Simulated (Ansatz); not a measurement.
# The false plateau in GW convergence: TiO2 (Rutile), part 2 of 2

Wanted: the G0W0 gap of TiO2 (Rutile) over a grid of bands and cutoffs.

Ansatz 0.2.0; G0W0 on PBE, plane waves, PAW; PAW set soft_1. Known limits of the many-body steps: not at the basis limit; coarse k mesh.

So far. Step 7 (260 empty bands, screening to 150 eV): The G0W0 gap on the mesh is 3.233 eV.

## (8) 462 empty bands, screening to 220 eV

Input file input.yaml:

```yaml
crystal:
  lattice:
    - [4.5922, 0.0, 0.0]
    - [0.0, 4.5922, 0.0]
    - [0.0, 0.0, 2.9574]
  atoms:
    - { symbol: Ti, position: [0.0, 0.0, 0.0] }
    - { symbol: Ti, position: [0.5, 0.5, 0.5] }
    - { symbol: O, position: [0.30496, 0.30496, 0.0] }
    - { symbol: O, position: [0.19504, 0.80496, 0.5] }
    - { symbol: O, position: [0.69504, 0.69504, 0.0] }
    - { symbol: O, position: [0.80496, 0.19504, 0.5] }
kpoints:
  mp_grid: { grid: [4, 4, 4] }
hamiltonian:
  xc: pbe
  pseudopotentials: { kind: paw, azcp: { folder: soft_1 } }
scf:
  occupations: { method: fixed }
gw:
  n_empty_bands: 462
  ecut_chi: 220
  qp_bands: [v2, c2]
  qp_kpoints: band_edges
  screening: { model: contour_deformation }
```

On the command line:

```
ansatz run input.yaml --threads 2 --pin off --max-ram 73728MiB --backend cuda --events-out ev --progress --plain --runs-dir out --devices 1 --max-vram 13GiB
```

Numbers of over 12 decimals in the logs are rounded to 6 here.

Output:

```text
GPUs: using 1 of 1 available (devices: 1).
[...]
GPU FFT provider: cuFFT
GPU libraries: cuBLAS 13.8.2, cuFFT 12.4.0, cuSOLVER 12.3.4
Crystal: 6 atoms, lattice volume = 62.367 Å³
Basis set: ecut = 420 eV, 1217 PW (Γ)
Bands: 30, of which v1, the nominal top of the filled ones, is band 24 counted from 1 (23 counted from 0)
Symmetry: 16 space group operations
[...]
k-points: 18 of 64
[...]
1    26     11.6462   -13.9505    -7.4360   -22.4896  0.7068    12.7813    12.7493  root
[...]
17    23      8.4049   -26.2457     4.4796   -21.3387  0.7061     7.9736     7.9775  root
    17    24      8.4049   -26.2457     4.4796   -21.3387  0.7061     7.9736     7.9775  root
    17    25     11.6817   -13.8504    -7.1659   -21.9685  0.6951    12.6593    12.6339  root
    17    26     11.6817   -13.8504    -7.1659   -21.9685  0.6951    12.6593    12.6339  root
[key lines of the parts left out:]
SCF converged after 9 iterations
Free energy (F): -7277.279843 eV
Fermi energy:    9.071151 eV
```

The job ended after 33 s (1 × NVIDIA H100 80GB HBM3 (shared by 6 runs) with 2 threads of AMD EPYC 7R13 (Zen 3), shared host; peak memory 1.8 GiB; 45 s of CPU time).

The G0W0 gap on the mesh is 3.269 eV.

## (9) 141 empty bands, screening to 300 eV

input.yaml: that of step 8 with these lines changed.

```diff
@@ -20,4 +20,4 @@
 gw:
-  n_empty_bands: 462
-  ecut_chi: 220
+  n_empty_bands: 141
+  ecut_chi: 300
   qp_bands: [v2, c2]
```

Output:

```text
GPUs: using 1 of 1 available (devices: 1).
[...]
GPU FFT provider: cuFFT
GPU libraries: cuBLAS 13.8.2, cuFFT 12.4.0, cuSOLVER 12.3.4
Crystal: 6 atoms, lattice volume = 62.367 Å³
Basis set: ecut = 420 eV, 1217 PW (Γ)
Bands: 30, of which v1, the nominal top of the filled ones, is band 24 counted from 1 (23 counted from 0)
Symmetry: 16 space group operations
[...]
k-points: 18 of 64
[...]
1    26     11.6462   -13.9505    -7.1122   -22.4896  0.7060    13.1327    13.0731  root
[...]
17    23      8.4049   -26.2457     4.8140   -21.3387  0.7045     8.3118     8.3120  root
    17    24      8.4049   -26.2457     4.8140   -21.3387  0.7045     8.3118     8.3120  root
    17    25     11.6817   -13.8504    -6.8611   -21.9685  0.6935    12.9882    12.9388  root
    17    26     11.6817   -13.8504    -6.8611   -21.9685  0.6935    12.9882    12.9388  root
[key lines of the parts left out:]
SCF converged after 9 iterations
Free energy (F): -7277.279843 eV
Fermi energy:    9.071151 eV
```

Elapsed: 20 s, on 1 × NVIDIA H100 80GB HBM3 (shared by 6 runs) with 2 threads; peak memory 2.3 GiB.

The G0W0 gap on the mesh is 3.238 eV.

## (10) 735 empty bands, screening to 300 eV

input.yaml: that of step 9 with these lines changed.

```diff
@@ -20,3 +20,3 @@
 gw:
-  n_empty_bands: 141
+  n_empty_bands: 735
   ecut_chi: 300
```

Output:

```text
GPUs: using 1 of 1 available (devices: 1).
[...]
GPU FFT provider: cuFFT
GPU libraries: cuBLAS 13.8.2, cuFFT 12.4.0, cuSOLVER 12.3.4
Crystal: 6 atoms, lattice volume = 62.367 Å³
Basis set: ecut = 420 eV, 1217 PW (Γ)
Bands: 30, of which v1, the nominal top of the filled ones, is band 24 counted from 1 (23 counted from 0)
Symmetry: 16 space group operations
[...]
k-points: 18 of 64
[...]
1    26     11.6462   -13.9505    -7.5034   -22.4896  0.7057    12.7099    12.6819  root
[...]
17    23      8.4049   -26.2457     4.3922   -21.3387  0.7043     7.8842     7.8901  root
    17    24      8.4049   -26.2457     4.3922   -21.3387  0.7043     7.8842     7.8901  root
    17    25     11.6817   -13.8504    -7.2347   -21.9685  0.6935    12.5868    12.5651  root
    17    26     11.6817   -13.8504    -7.2347   -21.9685  0.6935    12.5868    12.5651  root
[key lines of the parts left out:]
SCF converged after 9 iterations
Free energy (F): -7277.279843 eV
Fermi energy:    9.071151 eV
```

It took 57 s on 1 × NVIDIA H100 80GB HBM3 (shared by 6 runs) with 2 threads; peak memory 2.8 GiB.

The G0W0 gap on the mesh is 3.290 eV.

## (11) The grid

Start PBE, 4×4×4 mesh. Times are wall times on 1 × NVIDIA H100 80GB HBM3 (shared by 6 runs) with 2 threads of AMD EPYC 7R13 (Zen 3), shared host, good to a factor of about two.

```
cutoff (eV)  plane waves at q = 0  bands summed  gap (eV)  Σc valence (eV)  Σc conduction (eV)   time
         50                    47            74     3.474             4.99               -6.33  6.6 s
         50                    47           284     3.398             4.74               -6.66   15 s
        100                   145           165     3.233             4.78               -6.79   11 s
        100                   145           759     3.197             4.60               -7.00   43 s
        150                   265            74     3.279             5.15               -6.37  9.8 s
        150                   265           284     3.233             4.59               -6.97   13 s
        220                   471           486     3.269             4.43               -7.09   33 s
        300                   737           165     3.238             4.77               -6.79   20 s
        300                   737           759     3.290             4.35               -7.16   57 s
```

## (12) What came out

```
74 bands, 50 eV                    : 3.474 eV
284 bands, 50 eV                   : 3.398 eV
165 bands, 100 eV                  : 3.233 eV
759 bands, 100 eV                  : 3.197 eV
74 bands, 150 eV                   : 3.279 eV
284 bands, 150 eV                  : 3.233 eV
486 bands, 220 eV                  : 3.269 eV
165 bands, 300 eV                  : 3.238 eV
759 bands, 300 eV                  : 3.290 eV
estimated limit along the diagonal : 3.33 eV
mesh and start                     : 4×4×4, PBE
```

**Reading.** At 50 eV, going from 74 to 284 bands moves the gap by −0.08 eV. At 100 eV, going from 165 to 759 bands moves the gap by −0.04 eV. At 150 eV, going from 74 to 284 bands moves the gap by −0.05 eV. At 300 eV, going from 165 to 759 bands moves the gap by +0.05 eV. At 74 bands, raising the cutoff from 50 to 150 eV moves it by −0.19 eV. At 284 bands, raising the cutoff from 50 to 150 eV moves it by −0.17 eV. At 165 bands, raising the cutoff from 100 to 300 eV moves it by +0.005 eV. At 759 bands, raising the cutoff from 100 to 300 eV moves it by +0.09 eV. Along the diagonal, where both rise together, the two highest rungs point to 3.33 eV. Gaps are over the mesh's points; an edge off the mesh would be missed. A low cutoff hides what high bands add, so a band series at one cutoff can look settled before the gap is. The 4×4×4 mesh is coarse for this cell (its supercell is 12 Å along the shortest edge). The RPA ε∞ on it, from the PBE start, is 7.22 and 9.03; such meshes misread the long-range screening, most where the gap is narrow.

[Paths, hosts, dates, memory and timing lines, banners, echoed tables and standing remarks are left out of the program output.]

[Logs are printed without paths, hosts, clocks, repeated set-up lines and the standing remarks that a program may print on its own settings, such as how far it seeks lower states.]

[Runs of the session that timed out or met a known fault of the program may be left out.]

[Cells called generated may have been cut or substituted from an entry of the Crystallography Open Database or the Materials Project.]

[Hosts, paths, dates, database ids (printed as entryN), source tags and the programs' standing remarks are cut or masked in the printed files.]
